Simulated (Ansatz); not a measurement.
# Al(111) with 4 thermally displaced layers, 2x2: scattering by thermal displacements

Wanted: the phonon-limited resistivity of Al at 500 K by the Landauer route.

Method: Ansatz plane-wave DFT, PBE, PAW files; ballistic transport by layer matching (Landauer), zero bias; PAW set soft_1, in Ansatz 0.2.0.

**1. The starting structure**

The cell holds 40 atoms: 40 Al. Cell: a = 5.725 Å, b = 5.725 Å, c = 23.429 Å, α = 93.5°, β = 86.5°, γ = 120.0°. It derives from Al. Regions: lead, 24 atoms (24 Al); scattering region, 16 atoms (16 Al). The structure is stacked along c, and the current runs across the ab planes.

**2. With 4 displaced layers**

Each atom of 4 layers is moved at random, by amounts drawn from a normal law 0.1226 Å wide in each direction from the Debye model (428 K) at 500 K. The layers about the cell's end stay perfect and serve as the lead. Disorder leaves little or no symmetry, which makes such runs dear. Energies from -0.05 to 0.05 eV in steps of 0.05 eV are too few for the program's thermal sum, so it prints no conductance; for a metal the transmission near the Fermi level serves, at a fraction of the cost.

Input file input.yaml:

```yaml
crystal:
  lattice:
    - [5.7246940741, 0.0, 0.0]
    - [-2.862347037, 4.957730497, 0.0]
    - [1.4311735185, -0.8262884162, 23.3709656917]
  atoms:
    - { symbol: Al, position: [0.9916666667, 0.0083333333, 0.05] }
    - { symbol: Al, position: [0.9916666667, 0.5083333333, 0.05] }
    - { symbol: Al, position: [0.4916666667, 0.0083333333, 0.05] }
    - { symbol: Al, position: [0.4916666667, 0.5083333333, 0.05] }
    - { symbol: Al, position: [0.1416666667, 0.3583333333, 0.15] }
    - { symbol: Al, position: [0.1416666667, 0.8583333333, 0.15] }
    - { symbol: Al, position: [0.6416666667, 0.3583333333, 0.15] }
    - { symbol: Al, position: [0.6416666667, 0.8583333333, 0.15] }
    - { symbol: Al, position: [0.2916666667, 0.2083333333, 0.25] }
    - { symbol: Al, position: [0.2916666667, 0.7083333333, 0.25] }
    - { symbol: Al, position: [0.7916666667, 0.2083333333, 0.25] }
    - { symbol: Al, position: [0.7916666667, 0.7083333333, 0.25] }
    - { symbol: Al, position: [0.9581344125, 0.0930159399, 0.3564221828] }
    - { symbol: Al, position: [0.9275202609, 0.5505067685, 0.3472345069] }
    - { symbol: Al, position: [0.452517499, 0.0576002021, 0.3539165129] }
    - { symbol: Al, position: [0.4215661154, 0.5969733153, 0.3494943298] }
    - { symbol: Al, position: [0.1048753939, 0.4046261665, 0.4480120859] }
    - { symbol: Al, position: [0.1119485603, 0.9285378693, 0.4489379755] }
    - { symbol: Al, position: [0.597631569, 0.4245227942, 0.4454361146] }
    - { symbol: Al, position: [0.5647151345, 0.9175110256, 0.4464836922] }
    - { symbol: Al, position: [0.1909037825, 0.2378016916, 0.5475480156] }
    - { symbol: Al, position: [0.1976444752, 0.7214724326, 0.5501921211] }
    - { symbol: Al, position: [0.7586431282, 0.251920554, 0.546100737] }
    - { symbol: Al, position: [0.7590355399, 0.7758008257, 0.5484268068] }
    - { symbol: Al, position: [0.9163972861, 0.1339317929, 0.6489147635] }
    - { symbol: Al, position: [0.8783317002, 0.6171434194, 0.6512980784] }
    - { symbol: Al, position: [0.3998908584, 0.0760009465, 0.6465306393] }
    - { symbol: Al, position: [0.3521809806, 0.5655798993, 0.6506629965] }
    - { symbol: Al, position: [0.0416666667, 0.4583333333, 0.75] }
    - { symbol: Al, position: [0.0416666667, 0.9583333333, 0.75] }
    - { symbol: Al, position: [0.5416666667, 0.4583333333, 0.75] }
    - { symbol: Al, position: [0.5416666667, 0.9583333333, 0.75] }
    - { symbol: Al, position: [0.1916666667, 0.3083333333, 0.85] }
    - { symbol: Al, position: [0.1916666667, 0.8083333333, 0.85] }
    - { symbol: Al, position: [0.6916666667, 0.3083333333, 0.85] }
    - { symbol: Al, position: [0.6916666667, 0.8083333333, 0.85] }
    - { symbol: Al, position: [0.8416666667, 0.1583333333, 0.95] }
    - { symbol: Al, position: [0.8416666667, 0.6583333333, 0.95] }
    - { symbol: Al, position: [0.3416666667, 0.1583333333, 0.95] }
    - { symbol: Al, position: [0.3416666667, 0.6583333333, 0.95] }
kpoints:
  mp_grid: { grid: [5, 5, 1] }
hamiltonian:
  xc: pbe
  pseudopotentials: { kind: paw, azcp: { folder: soft_1 } }
scf:
  occupations: { method: fermi_dirac, width: 0.1 }
output:
  transmission:
    leads: [[0, 4]]
    kmesh: [10, 10]
    e_range: [-0.05, 0.05]
    de: 0.05
  write_potential: true
  write_density: true
  volumetric_format: npy
```

Started as:

```console
$ ansatz run input.yaml --threads 4 --pin off --max-ram 15360MiB --backend cpu --events-out ev --progress --plain --runs-dir out
```

Numbers of over 12 decimals in the logs are rounded to 6 here.

Output:

```text
Engine: ansatz 0.2.0, aarch64-unknown-linux-gnu
Pseudopotentials: kind: paw
Pseudopotential: Al, paw, valence charge 3, recommended cutoff 420 eV (normal), soft_1/Al.paw.azcp
Functional definition: PBE
  parameter kappa = 0.804
  parameter beta = 0.066725
  exchange = pbe_x(kappa = kappa, mu = beta*pi^2/3)
  correlation = pbe_c(beta = beta)
Crystal: 40 atoms, lattice volume = 663.303 Å³
Basis set: ecut = 420 eV, 13043 PW (Γ)
Bands: 100, of which v1, the nominal top of the filled ones, is band 60 counted from 1 (59 counted from 0)
Symmetry: 1 space group operations
Space group: P1 (ITA 1), of the structure as read, at distance tolerance 8.7e-5 Å
k-points: 13 of 25 (time reversal used)
Non-local potential: Al, projectors of the file, l = 0: 2, l = 1: 2, l = 2: 1
PAW form: soft (Blöchl's): semilocal exchange-correlation on the pseudo side does not see the compensation charge
PAW one-centre angular grid: Al, 110 points (default); XC on 64 Gauss nodes
Initial density: superposition of atomic densities (chi_scale 0.1, normalization cell)
Initial wavefunctions: pseudopotential atomic-orbital guess
Functional: x = pbe(κ = 0.804, μ = 0.219515), c = pbe(β = 0.066725)
SCF iter   1: F=—  HF=-21500.561057 eV  |F-HF|=—  |Δ(HF+E_count)|=         —  Δρ=2.38e-2  dr2=5.96e0  ethr=3.10e-3  ⟨swp⟩=6.2  Hψ=5979  notcnv=0  defer=49
preconditioner: auto → Kerker (q_TF=auto, 2.052 Å⁻¹)  [metal: Δε(μ)=0.027 eV  Ē_g=6.731 eV  σ=0.100 eV  W_gap=0.07  n_scr=86 (ndim 8)  ℏωp=15.8 eV  f_vac=0.000  D(μ)=18.95/eV (n_scr^D=126)]
SCF iter   2: F=—  HF=-21499.722120 eV  |F-HF|=—  |Δ(HF+E_count)|=   8.39e-1  Δρ=1.55e-2  dr2=2.07e0  ethr=3.10e-3  ⟨swp⟩=1.3  Hψ=1509  notcnv=0  defer=61
SCF iter   3: F=—  HF=-21498.841793 eV  |F-HF|=—  |Δ(HF+E_count)|=   8.80e-1  Δρ=1.79e-3  dr2=2.96e-2  ethr=1.73e-3  ⟨swp⟩=2.0  Hψ=1466  notcnv=0  defer=110
SCF iter   4: F=—  HF=-21498.830908 eV  |F-HF|=—  |Δ(HF+E_count)|=   1.09e-2  Δρ=2.62e-4  dr2=1.18e-3  ethr=2.47e-5  ⟨swp⟩=2.9  Hψ=1959  notcnv=0  defer=114
SCF iter   5: F=—  HF=-21498.830572 eV  |F-HF|=—  |Δ(HF+E_count)|=   3.36e-4  Δρ=2.29e-5  dr2=1.17e-5  ethr=9.84e-7  ⟨swp⟩=2.5  Hψ=1928  notcnv=0  defer=114
SCF iter   6: F=—  HF=-21498.830597 eV  |F-HF|=—  |Δ(HF+E_count)|=   2.48e-5  Δρ=6.29e-6  dr2=3.06e-7  ethr=9.77e-9  ⟨swp⟩=1.8  Hψ=1343  notcnv=0  defer=114
SCF iter   7: F=-21498.830597 eV  HF=-21498.830597 eV  |F-HF|=9.98e-9  |Δ(HF+E_count)|=   5.76e-9  Δρ=1.40e-6  dr2=2.10e-8  ethr=8.33e-11  ⟨swp⟩=13.1  Hψ=5243  notcnv=0
SCF 1 converged in 7 iterations: F = -21498.830597 eV  dr2 = 2.10e-8
  greatest PAW one-centre occupation: 0.456 electrons in one spin orbital (limit 2), on the Al atom at site 20 (counted from 0), in its partial waves of l = 0
transmission: 159 of 1508 steps passed
transmission: 306 of 1508 steps passed
[...]
transmission: 1508 of 1508 steps passed
SCF converged after 7 iterations
Free energy (F): -21498.830597 eV
Harris-Foulkes:  -21498.830597 eV  (|F-HF|=9.98e-9)
Internal energy: -21498.197416 eV  (E = F + TS)
E sigma→0 (E₀):  -21498.514006 eV
Entropy (-TS):   -0.633181 eV (-15.830 meV/atom)
Fermi energy:    7.922614 eV
--- Per-component energies (eV) ---
  E_band       = 415.240435
  E_kinetic    = 900.938379
  E_local      = 399.899968  (includes V_loc(G=0)·N_el)
  E_nonlocal   = 401.375434
  E_hartree    = 9.715709
  E_xc         = -1507.059100
  E_vxc        = -1166.124919  (∫ρ·V_xc dr)
  E_paw        = -18776.774110  (= ΣΔE_a)
  E_vpaw       = -140.279975  (= ΣTr[D̂ρ^β])
  E_aug_tail   = -0.000083  (compensation charges beyond the density's cutoff)
  E_ewald      = -2926.293612
  E_smearing   = -0.633181  (= −TS)
  E_closure    = -0.000000  (closes the sum)
  Σ components = -21498.830597   (vs F -21498.830597, Δ=0.00e0)
--- Band table (eV; the first three rows and the last of 13) ---
  k-point 0: bands = [... 56 lower, 6.3028, 6.7128, 6.7477, 6.7606, 6.7767, 7.0967, 7.1423, 7.1752, ... 36 higher]
  k-point 1: bands = [... 56 lower, 6.7117, 6.8642, 7.0459, 7.2096, 7.3133, 7.3788, 7.5251, 7.5985, ... 36 higher]
  k-point 2: bands = [... 56 lower, 7.8423, 7.8843, 8.0303, 8.0886, 8.1557, 8.1802, 8.2299, 8.3613, ... 36 higher]
  k-point 12: bands = [... 56 lower, 7.4626, 7.5339, 7.7812, 7.9455, 7.9718, 8.0134, 8.0734, 8.1019, ... 36 higher]
--- Transmission ---
  basis      : 253 plane waves across, 29 finite elements along
  points     : 52, standing for a mesh of 10 x 10
  energies   : 3 from -0.050000 to 0.050000 eV about the Fermi level, 0.050000 eV apart; the leads are filled to 0.000000 eV, and channels, transmission and decay are at 0.000000 eV
  crystal 0  : Al4, at the sites [0, 4], period 2.3371 Å, over 14.02 Å; its Hamiltonian steps by up to 6.9 meV
    offset         : up to 0.0000 Å between an atom of the period and one for which it stands
    channels       : 5.410000e0 a spin
    conductance    : none, the energies end too early or step too widely for 300 K: set another output.transmission.e_range or a lower de, or, where they end at an eighth of basis.ecutwfc, a higher one
  junction   : crystal 0 to crystal 0, 0.70 to 21.73 Å
    transmission   : 4.992616e0 a spin
    conductance    : none, the energies end too early or step too widely for 300 K: set another output.transmission.e_range or a lower de, or, where they end at an eighth of basis.ecutwfc, a higher one
```

The job ended after 8 min (4 threads of Arm Neoverse V1, shared host; peak memory 1.7 GiB).

Numbers from this step:

* free energy: -21498.8306 eV
* energy at zero smearing: -21498.5140 eV
* Fermi energy: 7.923 eV
* cell area: 28.38 Å²
* transmission per spin nearest the Fermi level: 4.993
* open channels per spin nearest the Fermi level: 5.41
* step of the lead's potential: 6.9 meV

Per spin. Transmission, zone mean against energy, zero at the Fermi level:

```tsv
energy (eV)	transmission, zone mean
-0.0500	4.90
0.0000	4.99
0.0500	5.11
```

Per spin. The open channels, zone mean, lead by energy, zero at the Fermi level:

```tsv
energy (eV)	open channels, zone mean, lead
-0.0500	5.29
0.0000	5.41
0.0500	5.59
```

Transmission over k1 and k2. At 0.0000 eV from the Fermi level.

Ten even steps from '0' (2.96) to '9' (6.85):
```
4551554020
2649935122
2299899210
4699779964
1549797945
4469977996
2012998992
2221539946
4020455155
1411424114
```
Columns: k1 (b1) from -0.5 to 0.4; rows upwards: k2 (b2) from -0.5 to 0.4.

Open channels over k1 and k2. At 0.0000 eV from the Fermi level.

Values, 10 rows by 10 columns:
```
5.00 6.00 6.00 5.00 6.00 6.00 5.00 3.00 4.00 3.00
4.00 6.00 5.00 7.00 7.00 5.00 6.00 4.00 4.00 4.00
4.00 5.00 7.00 7.00 7.00 7.00 7.00 5.00 4.00 3.00
5.00 6.00 7.00 7.00 6.00 6.00 7.00 7.00 6.00 5.00
4.00 6.00 5.00 7.00 6.00 7.00 6.00 7.00 5.00 6.00
5.00 5.00 6.00 7.00 7.00 6.00 6.00 7.00 7.00 6.00
4.00 3.00 4.00 5.00 7.00 7.00 7.00 7.00 7.00 5.00
4.00 4.00 4.00 4.00 6.00 5.00 7.00 7.00 5.00 6.00
5.00 3.00 4.00 3.00 5.00 6.00 6.00 5.00 6.00 6.00
4.00 5.00 4.00 4.00 5.00 4.00 5.00 4.00 4.00 5.00
```
Columns: k1 (b1) from -0.5 to 0.4; rows upwards: k2 (b2) from -0.5 to 0.4.

Over the solved energies the transmission per spin lies between 4.90 and 5.11, out of 5.43 channels of the lead on average (up to 5.59).

**3. With 8 displaced layers**

Each atom of 8 layers is moved at random, by amounts drawn from a normal law 0.1226 Å wide in each direction from the Debye model (428 K) at 500 K. A fresh draw is used; the growth of the resistance with length is what counts.

System of this step: Al(111) with 8 thermally displaced layers, 2x2. The cell holds 56 atoms: 56 Al. Its edges and angles: a = 5.725 Å, b = 5.725 Å, c = 32.761 Å, α = 87.5°, β = 92.5°, γ = 120.0°. It derives from Al. Regions: lead, 24 atoms (24 Al); scattering region, 32 atoms (32 Al). The structure is stacked along c, and the current runs across the ab planes.

Input file input.yaml:

```yaml
crystal:
  lattice:
    - [5.7246940741, 0.0, 0.0]
    - [-2.862347037, 4.957730497, 0.0]
    - [-1.4311735185, 0.8262884162, 32.7193519684]
  atoms:
    - { symbol: Al, position: [0.005952381, 0.994047619, 0.0357142857] }
    - { symbol: Al, position: [0.005952381, 0.494047619, 0.0357142857] }
    - { symbol: Al, position: [0.505952381, 0.994047619, 0.0357142857] }
    - { symbol: Al, position: [0.505952381, 0.494047619, 0.0357142857] }
    - { symbol: Al, position: [0.1845238095, 0.3154761905, 0.1071428571] }
    - { symbol: Al, position: [0.1845238095, 0.8154761905, 0.1071428571] }
    - { symbol: Al, position: [0.6845238095, 0.3154761905, 0.1071428571] }
    - { symbol: Al, position: [0.6845238095, 0.8154761905, 0.1071428571] }
    - { symbol: Al, position: [0.3630952381, 0.1369047619, 0.1785714286] }
    - { symbol: Al, position: [0.3630952381, 0.6369047619, 0.1785714286] }
    - { symbol: Al, position: [0.8630952381, 0.1369047619, 0.1785714286] }
    - { symbol: Al, position: [0.8630952381, 0.6369047619, 0.1785714286] }
    - { symbol: Al, position: [0.0446994917, 0.9392058276, 0.2551900323] }
    - { symbol: Al, position: [0.0672671476, 0.4735909793, 0.2515046203] }
    - { symbol: Al, position: [0.5460456785, 0.9250242411, 0.2522995139] }
    - { symbol: Al, position: [0.5329388287, 0.4144196241, 0.2512998241] }
    - { symbol: Al, position: [0.2242624775, 0.2993548235, 0.3197840351] }
    - { symbol: Al, position: [0.2235381391, 0.7887840296, 0.3181464756] }
    - { symbol: Al, position: [0.7320627881, 0.2768598324, 0.3232731975] }
    - { symbol: Al, position: [0.7228697277, 0.8062344307, 0.3236953953] }
    - { symbol: Al, position: [0.4035956589, 0.1160257082, 0.3975756387] }
    - { symbol: Al, position: [0.4182567723, 0.5617411926, 0.3961649712] }
    - { symbol: Al, position: [0.9069770509, 0.0994987088, 0.3890866131] }
    - { symbol: Al, position: [0.9104822028, 0.5696470558, 0.3949806744] }
    - { symbol: Al, position: [0.0852906, 0.8832649157, 0.4631526138] }
    - { symbol: Al, position: [0.0533154521, 0.4277065713, 0.469957906] }
    - { symbol: Al, position: [0.5983646717, 0.8790239136, 0.4621322049] }
    - { symbol: Al, position: [0.6122258042, 0.4613973621, 0.4658633865] }
    - { symbol: Al, position: [0.2436410815, 0.2514029281, 0.5356520374] }
    - { symbol: Al, position: [0.2427546442, 0.7256501293, 0.5371647926] }
    - { symbol: Al, position: [0.7612557226, 0.2418874915, 0.5348839389] }
    - { symbol: Al, position: [0.7231894194, 0.7312764733, 0.5402331223] }
    - { symbol: Al, position: [0.4134831581, 0.0290545907, 0.6121411005] }
    - { symbol: Al, position: [0.4719699922, 0.6175479673, 0.6073770006] }
    - { symbol: Al, position: [0.9075805442, 0.0288647556, 0.6121013809] }
    - { symbol: Al, position: [0.9789806287, 0.5455870629, 0.6047191478] }
    - { symbol: Al, position: [0.1154265142, 0.8665479592, 0.6775580344] }
    - { symbol: Al, position: [0.1086620342, 0.390966432, 0.6826721431] }
    - { symbol: Al, position: [0.6246630207, 0.9098818556, 0.6769987071] }
    - { symbol: Al, position: [0.5927795971, 0.3349540978, 0.6731405527] }
    - { symbol: Al, position: [0.3017732628, 0.1933831329, 0.7521721095] }
    - { symbol: Al, position: [0.3201268356, 0.7405125581, 0.7530408715] }
    - { symbol: Al, position: [0.8116219636, 0.2060087891, 0.7473845269] }
    - { symbol: Al, position: [0.7692682791, 0.6969744525, 0.7457681507] }
    - { symbol: Al, position: [0.4702380952, 0.0297619048, 0.8214285714] }
    - { symbol: Al, position: [0.4702380952, 0.5297619048, 0.8214285714] }
    - { symbol: Al, position: [0.9702380952, 0.0297619048, 0.8214285714] }
    - { symbol: Al, position: [0.9702380952, 0.5297619048, 0.8214285714] }
    - { symbol: Al, position: [0.1488095238, 0.8511904762, 0.8928571429] }
    - { symbol: Al, position: [0.1488095238, 0.3511904762, 0.8928571429] }
    - { symbol: Al, position: [0.6488095238, 0.8511904762, 0.8928571429] }
    - { symbol: Al, position: [0.6488095238, 0.3511904762, 0.8928571429] }
    - { symbol: Al, position: [0.3273809524, 0.1726190476, 0.9642857143] }
    - { symbol: Al, position: [0.3273809524, 0.6726190476, 0.9642857143] }
    - { symbol: Al, position: [0.8273809524, 0.1726190476, 0.9642857143] }
    - { symbol: Al, position: [0.8273809524, 0.6726190476, 0.9642857143] }
kpoints:
  mp_grid: { grid: [5, 5, 1] }
hamiltonian:
  xc: pbe
  pseudopotentials: { kind: paw, azcp: { folder: soft_1 } }
scf:
  occupations: { method: fermi_dirac, width: 0.1 }
output:
  transmission:
    leads: [[0, 4]]
    kmesh: [10, 10]
    e_range: [-0.05, 0.05]
    de: 0.05
  write_potential: true
  write_density: true
  volumetric_format: npy
```

Output:

```text
[...]
Crystal: 56 atoms, lattice volume = 928.624 Å³
Basis set: ecut = 420 eV, 18271 PW (Γ)
Bands: 140, of which v1, the nominal top of the filled ones, is band 84 counted from 1 (83 counted from 0)
Symmetry: 1 space group operations
[...]
k-points: 13 of 25 (time reversal used)
[...]
SCF iter   1: F=—  HF=-30099.605934 eV  |F-HF|=—  |Δ(HF+E_count)|=         —  Δρ=2.46e-2  dr2=1.30e1  ethr=3.10e-3  ⟨swp⟩=6.8  Hψ=8705  notcnv=0  defer=46
[...]
SCF iter   7: F=-30096.809553 eV  HF=-30096.809553 eV  |F-HF|=3.56e-8  |Δ(HF+E_count)|=   7.11e-9  Δρ=1.86e-6  dr2=6.24e-8  ethr=5.95e-11  ⟨swp⟩=12.3  Hψ=7968  notcnv=0
SCF 1 converged in 7 iterations: F = -30096.809553 eV  dr2 = 6.24e-8
[...]
transmission: 222 of 2132 steps passed
transmission: 432 of 2132 steps passed
[...]
transmission: 2132 of 2132 steps passed
SCF converged after 7 iterations
Free energy (F): -30096.809553 eV
[...]
Internal energy: -30095.921317 eV  (E = F + TS)
E sigma→0 (E₀):  -30096.365435 eV
Entropy (-TS):   -0.888236 eV (-15.861 meV/atom)
Fermi energy:    7.923174 eV
[...]
--- Band table (eV; the first three rows and the last of 13) ---
  k-point 0: bands = [... 80 lower, 6.5184, 6.5651, 6.5771, 6.9993, 7.0392, 7.0826, 7.1157, 7.1678, ... 52 higher]
  k-point 1: bands = [... 80 lower, 6.9684, 7.0410, 7.1185, 7.1296, 7.1665, 7.5967, 7.6345, 7.6790, ... 52 higher]
  k-point 2: bands = [... 80 lower, 7.9632, 8.0251, 8.0782, 8.1072, 8.1434, 8.1837, 8.2366, 8.2690, ... 52 higher]
  k-point 12: bands = [... 80 lower, 7.7445, 7.8670, 7.8968, 7.9306, 7.9737, 7.9894, 8.0106, 8.0228, ... 52 higher]
--- Transmission ---
  basis      : 253 plane waves across, 41 finite elements along
  points     : 52, standing for a mesh of 10 x 10
[...]
channels       : 5.530000e0 a spin
[...]
junction   : crystal 0 to crystal 0, 0.70 to 31.08 Å
    transmission   : 4.607792e0 a spin
[...]
```

Elapsed: 12 min, on 4 threads; peak memory 3.1 GiB; 39 min of CPU time.

Numbers from this step:

* free energy: -30096.8096 eV
* energy at zero smearing: -30096.3654 eV
* transmission per spin nearest the Fermi level: 4.608
* open channels per spin nearest the Fermi level: 5.53
* step of the lead's potential: 5.6 meV

Per spin. Table of transmission, zone mean by energy, zero at the Fermi level:

```tsv
energy (eV)	transmission, zone mean
-0.0500	4.43
0.0000	4.61
0.0500	4.62
```

Over the solved energies the transmission per spin lies between 4.43 and 4.62, out of 5.45 channels of the lead on average (up to 5.57).

(Continued in part 2 of 2.)

[Logs are printed without paths, hosts, clocks, repeated set-up lines and the standing remarks that a program may print on its own settings, such as how far it seeks lower states.]

[Hosts, paths, dates, database ids (printed as entryN), source tags and the programs' standing remarks are cut or masked in the printed files.]
